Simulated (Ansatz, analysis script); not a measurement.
# Magnetovolume effects in NiO

Wanted: energy and moment of NiO against volume, with typed moments, small moments and no spin.

Main program and level: Ansatz 0.2.0; PBE with U = 7.8 eV on Ni d, PAW set soft_2.

## (1) Set-up

It takes space group Fm-3m (No. 225, cubic). The conventional cell has a = 4.172 Å, b = 4.172 Å, c = 4.172 Å, α = 90.00°, β = 90.00°, γ = 90.00°. Ni has 6 O at 2.09 Å nearest. O has 6 Ni at 2.09 Å nearest. Farther neighbours and most contacts between anions are not listed.

## (2) Starting state

A collinear run comes first: it shows whether moments survive, and how large they are.

File input.yaml:

```yaml
crystal:
  lattice:
    - [0.0, 2.0859016414, 2.0859016414]
    - [2.0859016414, 0.0, 2.0859016414]
    - [2.0859016414, 2.0859016414, 0.0]
  atoms:
    - { symbol: Ni, position: [0.0, 0.0, 0.0], spin: 2.0 }
    - { symbol: O, position: [0.5, 0.5, 0.5] }
magnetization:
  spin_polarized: true
kpoints:
  mp_grid: { grid: [6, 6, 6] }
hamiltonian:
  xc: pbe
  hubbard: { sites: [{ species: Ni, l: d, u_eff: 7.8 }] }
scf:
  occupations: { method: fermi_dirac, width: 0.025 }
  max_iter: 120
  convergence: { dr2_threshold: 1.0e-08 }
```

The run is started by

```sh
ansatz run input.yaml --threads 2 --pin off --max-ram 5120MiB --backend cpu --events-out ev --progress --plain --runs-dir out
```

Numbers of over 12 decimals in the logs are rounded to 6 here.

Log:

```text
Ni: projections on atomic orbitals take those of the free atom [Ne] 3s2 3p6 3d8 4s2, of charge +0.00 (hamiltonian.pseudopotentials.projection_atoms); the dataset's partial waves leave at most 1.6e-6 of an orbital's norm unspanned inside its sphere
O: projections on atomic orbitals take those of the free atom [He] 2s2 2p4, of charge +0.00 (hamiltonian.pseudopotentials.projection_atoms); the dataset's partial waves leave at most 1.9e-8 of an orbital's norm unspanned inside its sphere
Engine: ansatz 0.2.0, aarch64-unknown-linux-gnu
Pseudopotentials: kind: paw
Pseudopotential: Ni, paw, valence charge 18, recommended cutoff 420 eV (normal), Ni.paw.azcp
Pseudopotential: O, paw, valence charge 6, recommended cutoff 420 eV (normal), O.paw.azcp
Functional definition: PBE
  parameter kappa = 0.804
  parameter beta = 0.066725
  exchange = pbe_x(kappa = kappa, mu = beta*pi^2/3)
  correlation = pbe_c(beta = beta)
Crystal: 2 atoms, lattice volume = 18.151 Å³
Basis set: ecut = 420 eV, 339 PW (Γ)
Bands: 17, of which v1, the nominal top of the filled ones, is band 12 counted from 1 (11 counted from 0)
Symmetry: 48 space group operations
Space group: Fm-3m (ITA 225), of the structure as read, at distance tolerance 2.6e-5 Å
Magnetic group: BNS 225.116 (UNI 1618), of the structure as read, at distance tolerance 2.6e-5 Å
k-points: 16 of 216
Non-local potential: Ni, projectors of the file, l = 0: 3, l = 1: 2, l = 2: 3, l = 3: 1
Non-local potential: O, projectors of the file, l = 0: 2, l = 1: 2, l = 2: 1
PAW form: soft (Blöchl's): semilocal exchange-correlation on the pseudo side does not see the compensation charge
PAW one-centre angular grid: Ni, 590 points (default); XC on 64 Gauss nodes
PAW one-centre angular grid: O, 110 points (default); XC on 64 Gauss nodes
Initial density: superposition of atomic densities (chi_scale 0.1, normalization cell, long waves kept (reshape's long-wave potential 0.00 eV rms))
Starting moments: Σ|m| = 2 μB on 1 of 2 sites
Initial wavefunctions: pseudopotential atomic-orbital guess
Functional: x = pbe(κ = 0.804, μ = 0.219515), c = pbe(β = 0.066725)
SCF iter   1: F=—  HF=-6404.901434 eV  |F-HF|=—  |Δ(HF+E_count)|=         —  Δρ=4.09e-1 (↑1.13e-1 ↓4.09e-1)  dr2=3.40e1  dr2_m=4.95e0  M=0.501 μB ∫|m|=0.504 μB  β_m=0.30  ethr=3.10e-3  ⟨swp⟩=4.9  Hψ=2404  notcnv=0
preconditioner: auto → none  [insulator: Δε(μ)=0.109 eV  Ē_g=16.881 eV  σ=0.025 eV  W_gap=0.78  n_scr=8 (ndim 8)  ℏωp=34.9 eV  f_vac=0.000  D(μ)=0.81/eV (n_scr^D=8)  ε∞_Penn≈5.3]
SCF iter   2: F=—  HF=-6405.812158 eV  |F-HF|=—  |Δ(HF+E_count)|=   9.11e-1  Δρ=2.48e-1 (↑1.57e-1 ↓2.48e-1)  dr2=1.93e1  dr2_m=8.47e-1  M=2.009 μB ∫|m|=2.042 μB  β_m=1.00  ethr=3.10e-3  ⟨swp⟩=3.9  Hψ=1610  notcnv=0  defer=20
SCF iter   3: F=—  HF=-6402.664849 eV  |F-HF|=—  |Δ(HF+E_count)|=    3.15e0  Δρ=7.82e-2 (↑7.82e-2 ↓6.40e-2)  dr2=2.06e0  dr2_m=5.70e-2  M=2.000 μB ∫|m|=2.017 μB  β_m=0.30  ethr=3.10e-3  ⟨swp⟩=3.1  Hψ=1462  notcnv=0  defer=12
SCF iter   4: F=—  HF=-6403.842971 eV  |F-HF|=—  |Δ(HF+E_count)|=    1.18e0  Δρ=1.30e-1 (↑3.96e-2 ↓1.30e-1)  dr2=3.59e0  dr2_m=4.70e-1  M=1.739 μB ∫|m|=1.742 μB  β_m=0.30  ethr=3.10e-3  ⟨swp⟩=3.1  Hψ=1396  notcnv=0  defer=18
SCF iter   5: F=—  HF=-6403.782769 eV  |F-HF|=—  |Δ(HF+E_count)|=   6.02e-2  Δρ=4.62e-2 (↑2.94e-2 ↓4.62e-2)  dr2=6.17e-1  dr2_m=3.24e-2  M=2.000 μB ∫|m|=2.010 μB  β_m=1.00  ethr=3.10e-3  ⟨swp⟩=3.2  Hψ=1243  notcnv=0  defer=15
SCF iter   6: F=—  HF=-6404.049183 eV  |F-HF|=—  |Δ(HF+E_count)|=   2.66e-1  Δρ=2.05e-2 (↑1.77e-2 ↓2.05e-2)  dr2=2.08e-1  dr2_m=5.52e-4  M=2.000 μB ∫|m|=2.009 μB  β_m=1.00  ethr=2.57e-3  ⟨swp⟩=2.0  Hψ=882  notcnv=0  defer=21
SCF iter   7: F=—  HF=-6404.250761 eV  |F-HF|=—  |Δ(HF+E_count)|=   2.02e-1  Δρ=1.50e-2 (↑1.16e-2 ↓1.50e-2)  dr2=1.05e-1  dr2_m=5.18e-4  M=2.000 μB ∫|m|=2.008 μB  β_m=1.00  ethr=8.65e-4  ⟨swp⟩=2.0  Hψ=722  notcnv=0  defer=22
SCF iter   8: F=—  HF=-6404.349572 eV  |F-HF|=—  |Δ(HF+E_count)|=   9.88e-2  Δρ=4.83e-3 (↑4.24e-3 ↓4.83e-3)  dr2=1.15e-2  dr2_m=3.75e-5  M=2.000 μB ∫|m|=2.007 μB  β_m=1.00  ethr=4.39e-4  ⟨swp⟩=2.2  Hψ=900  notcnv=0  defer=22
SCF iter   9: F=—  HF=-6404.411453 eV  |F-HF|=—  |Δ(HF+E_count)|=   6.19e-2  Δρ=1.69e-3 (↑4.12e-4 ↓1.69e-3)  dr2=4.18e-4  dr2_m=1.16e-4  M=2.000 μB ∫|m|=2.007 μB  β_m=1.00  ethr=4.80e-5  ⟨swp⟩=2.1  Hψ=905  notcnv=0  defer=21
SCF iter  10: F=—  HF=-6404.445314 eV  |F-HF|=—  |Δ(HF+E_count)|=   3.39e-2  Δρ=2.20e-3 (↑2.67e-4 ↓2.20e-3)  dr2=6.53e-4  dr2_m=2.21e-4  M=2.000 μB ∫|m|=2.007 μB  β_m=1.00  ethr=1.74e-6  ⟨swp⟩=2.0  Hψ=1045  notcnv=0  defer=21
[...]
Mixer restart at iter 14: flushing history
spin-set hold released at iteration 14 (site moments contracting): the magnetisation degrees of freedom join the quasi-Newton model from the next iteration; the mixer history was flushed
SCF iter  15: F=—  HF=-6404.485899 eV  |F-HF|=—  |Δ(HF+E_count)|=   2.05e-3  Δρ=7.93e-4 (↑3.51e-4 ↓7.93e-4)  dr2=4.36e-5  dr2_m=5.16e-5  M=2.000 μB ∫|m|=2.006 μB  β_m=0.65  ethr=1.12e-7  ⟨swp⟩=2.0  Hψ=938  notcnv=0  defer=21
SCF iter  16: F=—  HF=-6404.488477 eV  |F-HF|=—  |Δ(HF+E_count)|=   2.58e-3  Δρ=9.71e-4 (↑9.10e-5 ↓9.71e-4)  dr2=1.19e-4  dr2_m=4.42e-5  M=2.000 μB ∫|m|=2.006 μB  β_m=0.71  ethr=1.12e-7  ⟨swp⟩=2.0  Hψ=984  notcnv=0  defer=21
SCF iter  17: F=—  HF=-6404.488494 eV  |F-HF|=—  |Δ(HF+E_count)|=   1.68e-5  Δρ=6.28e-4 (↑6.28e-4 ↓4.05e-4)  dr2=1.36e-4  dr2_m=2.31e-6  M=2.000 μB ∫|m|=2.006 μB  β_m=0.58  ethr=1.12e-7  ⟨swp⟩=2.0  Hψ=977  notcnv=0  defer=21
SCF iter  18: F=—  HF=-6404.488461 eV  |F-HF|=—  |Δ(HF+E_count)|=   3.26e-5  Δρ=8.99e-5 (↑8.99e-5 ↓4.49e-5)  dr2=7.47e-7  dr2_m=5.92e-7  M=2.000 μB ∫|m|=2.006 μB  β_m=0.79  ethr=1.12e-7  ⟨swp⟩=2.0  Hψ=886  notcnv=0  defer=21
SCF iter  19: F=—  HF=-6404.488461 eV  |F-HF|=—  |Δ(HF+E_count)|=   1.64e-7  Δρ=2.79e-5 (↑2.79e-5 ↓6.06e-6)  dr2=6.86e-8  dr2_m=4.21e-8  M=2.000 μB ∫|m|=2.006 μB  β_m=0.82  ethr=3.11e-9  ⟨swp⟩=2.2  Hψ=828  notcnv=0  defer=21
SCF iter  20: F=—  HF=-6404.488461 eV  |F-HF|=—  |Δ(HF+E_count)|=   2.20e-8  Δρ=1.62e-5 (↑9.10e-6 ↓1.62e-5)  dr2=5.74e-8  dr2_m=3.74e-9  M=2.000 μB ∫|m|=2.006 μB  β_m=0.68  ethr=2.86e-10  ⟨swp⟩=2.0  Hψ=907  notcnv=0  defer=21
SCF iter  21: F=-6404.488461 eV  HF=-6404.488461 eV  |F-HF|=3.55e-10  |Δ(HF+E_count)|=   2.13e-8  Δρ=2.20e-6 (↑4.32e-7 ↓2.20e-6)  dr2=3.72e-10  dr2_m=2.58e-10  M=2.000 μB ∫|m|=2.006 μB  ethr=4.17e-11  ⟨swp⟩=1.4  Hψ=1470  notcnv=0
SCF 1 converged in 21 iterations: F = -6404.488461 eV  dr2 = 3.72e-10
  greatest PAW one-centre occupation: 1.002 electrons in one spin orbital (limit 2), on the Ni atom at site 0 (counted from 0), in its partial waves of l = 1
Symmetry: 8 space group operations
k-points: 36 of 216
Initial density: read from a saved state, or passed on in memory by an earlier SCF of this step, an earlier step, the calling program or the single point that the run made first
Starting moments: Σ|m| = 2 μB on 1 of 2 sites; this step starts from the density that it was given
Initial wavefunctions: those read from a saved state, or passed on in memory by an earlier step or the calling program
iter 1 solved again at ethr=1.56e-12 eV; its pass at ethr=4.17e-6 eV (dr2=3.75e-10 eV) is discarded
SCF iter   1: F=—  HF=-6404.488461 eV  |F-HF|=—  |Δ(HF+E_count)|=         —  Δρ=2.19e-6 (↑4.30e-7 ↓2.19e-6)  dr2=3.74e-10  dr2_m=2.55e-10  M=2.000 μB ∫|m|=2.006 μB  ethr=1.56e-12  ⟨swp⟩=1.0  Hψ=7405  notcnv=0
preconditioner: auto → none  [insulator: Δε(μ)=2.402 eV  Ē_g=17.113 eV  σ=0.025 eV  W_gap=1.00  n_scr=8 (ndim 8)  ℏωp=34.9 eV  f_vac=0.000  D(μ)=0.00/eV (n_scr^D=0)  ε∞_Penn≈5.2]
an SCF along what the orbitals of the run's state read of its open shells (or to have them read: on a GPU, or by another smearing), with 40 of the crystal's symmetry operations given up (36 k-points in place of 16), reached no lower state that the run goes on to. This is no proof of a minimum
SCF converged after 21 iterations
Magnetization: 2.0000 μB (13.0000 up, 11.0000 down)
Absolute magnetization: 2.0048 μB (∫|ρ↑−ρ↓|, with the PAW one-centre terms)
Spin contamination: 0.0014 ħ² per cell (⟨S²⟩ above its minimum at these occupations)
Per-site moments (μB) at R_I (Å): [(1.748872, 0.860434), (0.172843, 0.860434)]
Free energy (F): -6404.488461 eV
Harris-Foulkes:  -6404.488461 eV  (|F-HF|=3.55e-10)
Internal energy: -6404.488461 eV  (E = F + TS)
E sigma→0 (E₀):  -6404.488461 eV
Fermi energy:    14.969482 eV
--- Per-component energies (eV) ---
  E_band       = -363.576573
  E_kinetic    = 450.180644
  E_local      = -3978.374507  (includes V_loc(G=0)·N_el)
  E_nonlocal   = 689.470364
  E_hartree    = 1633.021878
  E_xc         = -156.359501
  E_vxc        = -200.577792  (∫ρ·V_xc dr)
  E_hubbard    = 0.845213  (on-site DFT+U / exact-exchange correction)
  E_vhub       = -30.344115  (the Hubbard potential's part of the band-sum identity)
  E_paw        = -1788.476856  (= ΣΔE_a)
  E_vpaw       = -559.977059  (= ΣTr[D̂ρ^β])
  E_aug_tail   = 0.003214  (compensation charges beyond the density's cutoff)
  E_ewald      = -3254.798910
  E_smearing   = -0.000000  (= −TS)
  E_closure    = -0.000000  (closes the sum)
  Σ components = -6404.488461   (vs F -6404.488461, Δ=0.00e0)
Occupation matrices written to <dir>
```

Wall time 1.7 s (2 threads of Arm Neoverse V2, shared host); peak memory 0.29 GiB.

In the SCF lines HF is the Harris–Foulkes energy and dr2 the Hartree energy of the density residual, in eV; the loop may stop once dr2 is under the threshold and the program's other checks hold. Hψ counts applications of the Hamiltonian.

Spin moment in the atom's sphere by atom:

```tsv
atom	spin moment in the atom's sphere (μB)
Ni1	1.75
O2	0.17
```

Tables count atoms from 1; parts of the log count from 0.

The run ends ferromagnetic, with a net moment of 2 μB a cell. With one Ni atom carrying the moment, parallel order of its images is forced by the cell, not found.

The cell's volume is scaled by the factor named; fractional positions stay, and energies count from the lowest run.

## (3) Factor 0.7, typed moments

Three starts at each size show whether high-spin, low-spin and non-magnetic states coexist. One mesh, built for the smallest cell, and one cutoff serve all sizes, so that energies can be subtracted.

input.yaml, the sections that differ from step 2:

```yaml
crystal:
  lattice:
    - [0.0, 1.85208041, 1.85208041]
    - [1.85208041, 0.0, 1.85208041]
    - [1.85208041, 1.85208041, 0.0]
  atoms:
    - { symbol: Ni, position: [0.0, 0.0, 0.0], spin: 2.0 }
    - { symbol: O, position: [0.5, 0.5, 0.5] }
kpoints:
  mp_grid: { grid: [7, 7, 7] }
basis:
  ecutwfc: 420.0
output:
  stress: true
# magnetization, hamiltonian, scf: as in step 2
```

The run is started by

```sh
ansatz run input.yaml --threads 1 --pin off --max-ram 2560MiB --backend cpu --events-out ev --progress --plain --runs-dir out
```

Log:

```text
Warning: output.stress: scf.convergence.dr2_threshold = 1e-8 eV is looser than the 2e-10 eV advised for a printed stress (1e-10 eV for each atom of the cell: 2). What an SCF threshold leaves in a stress goes as its square root, and in the free energy as the threshold itself, and one threshold admits the most on a small cell: [figures from the program's tests cut] Set scf.convergence.dr2_threshold to 2e-10 eV or tighter. The threshold is an SCF's pass mark: one that does not reach it within its budget of iterations ends unconverged, or closes short of it on a stop that the run arms, and scf.convergence.dr2_threshold's page says what that costs each kind of run
[...]
Crystal: 2 atoms, lattice volume = 12.706 Å³
Basis set: ecut = 420 eV, 259 PW (Γ)
Bands: 17, of which v1, the nominal top of the filled ones, is band 12 counted from 1 (11 counted from 0)
Symmetry: 48 space group operations
[...]
k-points: 20 of 343
[...]
Starting moments: Σ|m| = 2 μB on 1 of 2 sites
[...]
SCF iter   1: F=—  HF=-6400.561349 eV  |F-HF|=—  |Δ(HF+E_count)|=         —  Δρ=3.35e-1 (↑6.73e-2 ↓3.35e-1)  dr2=1.25e1  dr2_m=2.49e0  M=1.005 μB ∫|m|=1.005 μB  β_m=0.30  ethr=3.10e-3  ⟨swp⟩=5.8  Hψ=2928  notcnv=0
[...]
SCF iter  15: F=-6401.635841 eV  HF=-6401.635841 eV  |F-HF|=2.64e-11  |Δ(HF+E_count)|=   2.39e-9  Δρ=5.37e-7 (↑4.65e-7 ↓5.37e-7)  dr2=7.64e-12  dr2_m=2.52e-11  M=2.000 μB ∫|m|=2.005 μB  ethr=1.79e-12  ⟨swp⟩=2.0  Hψ=2274  notcnv=0
SCF 1 converged in 15 iterations: F = -6401.635841 eV  dr2 = 7.64e-12
[...]
SCF converged after 15 iterations
an eigenvalue changed by more than its tolerance at an iteration that met the thresholds in force, so the SCF went on 1 time: the last check found none over its tolerance
Magnetization: 2.0000 μB (13.0000 up, 11.0000 down)
Absolute magnetization: 2.0043 μB (∫|ρ↑−ρ↓|, with the PAW one-centre terms)
[...]
Per-site moments (μB) at R_I (Å): [(1.639871, 0.763983169125), (0.256556, 0.763983169125)]
Free energy (F): -6401.635841 eV
[...]
Internal energy: -6401.635841 eV  (E = F + TS)
E sigma→0 (E₀):  -6401.635841 eV
Fermi energy:    23.725355 eV
[...]
--- Stress (GPa, compression-positive) ---
      201.642815       0.000000       0.000000
        0.000000     201.642815      -0.000000
        0.000000       0.000000     201.642815
  P = ⅓ Tr σ = 201.6428 GPa (2016.428 kbar)
Occupation matrices written to <dir>
```

It took 2 s on 1 thread; peak memory 0.27 GiB.

It ends ferromagnetic, with 1.64 μB on the largest site.

## (4) Factor 0.7, starting moments cut to 30 %

The density is converged from the given moments; the state reached depends on that start.

input.yaml, as its differences from that of step 3:

```diff
@@ -6,3 +6,3 @@
   atoms:
-    - { symbol: Ni, position: [0.0, 0.0, 0.0], spin: 2.0 }
+    - { symbol: Ni, position: [0.0, 0.0, 0.0], spin: 0.6 }
     - { symbol: O, position: [0.5, 0.5, 0.5] }
```

Log:

```text
[...]
Crystal: 2 atoms, lattice volume = 12.706 Å³
Basis set: ecut = 420 eV, 259 PW (Γ)
Bands: 17, of which v1, the nominal top of the filled ones, is band 12 counted from 1 (11 counted from 0)
Symmetry: 48 space group operations
[...]
k-points: 20 of 343
[...]
Free energy (F): -6401.635841 eV
[...]
Internal energy: -6401.635841 eV  (E = F + TS)
E sigma→0 (E₀):  -6401.635841 eV
Fermi energy:    23.725320 eV
[...]
--- Stress (GPa, compression-positive) ---
      201.641947      -0.000000      -0.000000
        0.000000     201.641947      -0.000000
       -0.000000      -0.000000     201.641947
  P = ⅓ Tr σ = 201.6419 GPa (2016.419 kbar)
Occupation matrices written to <dir>
[key lines of the parts left out:]
SCF converged after 18 iterations
Magnetization: 2.0000 μB (13.0000 up, 11.0000 down)
```

The job ended after 2 s (1 thread; peak memory 0.26 GiB).

It ends ferromagnetic, with 1.64 μB on the largest site.

(Part 1 of 2 ends here.)

[Logs and program files are shortened in this print: banners, set-up blocks, solver, clock and traceback lines can be left out without a mark of their own.]

[Logs are printed without paths, hosts, clocks, repeated set-up lines and the standing remarks that a program may print on its own settings, such as how far it seeks lower states.]

[Hosts, paths, dates, database ids (printed as entryN), source tags and the programs' standing remarks are cut or masked in the printed files.]

[Where the input sets lower_state_search to off, the program did not look for lower states, so one may exist.]
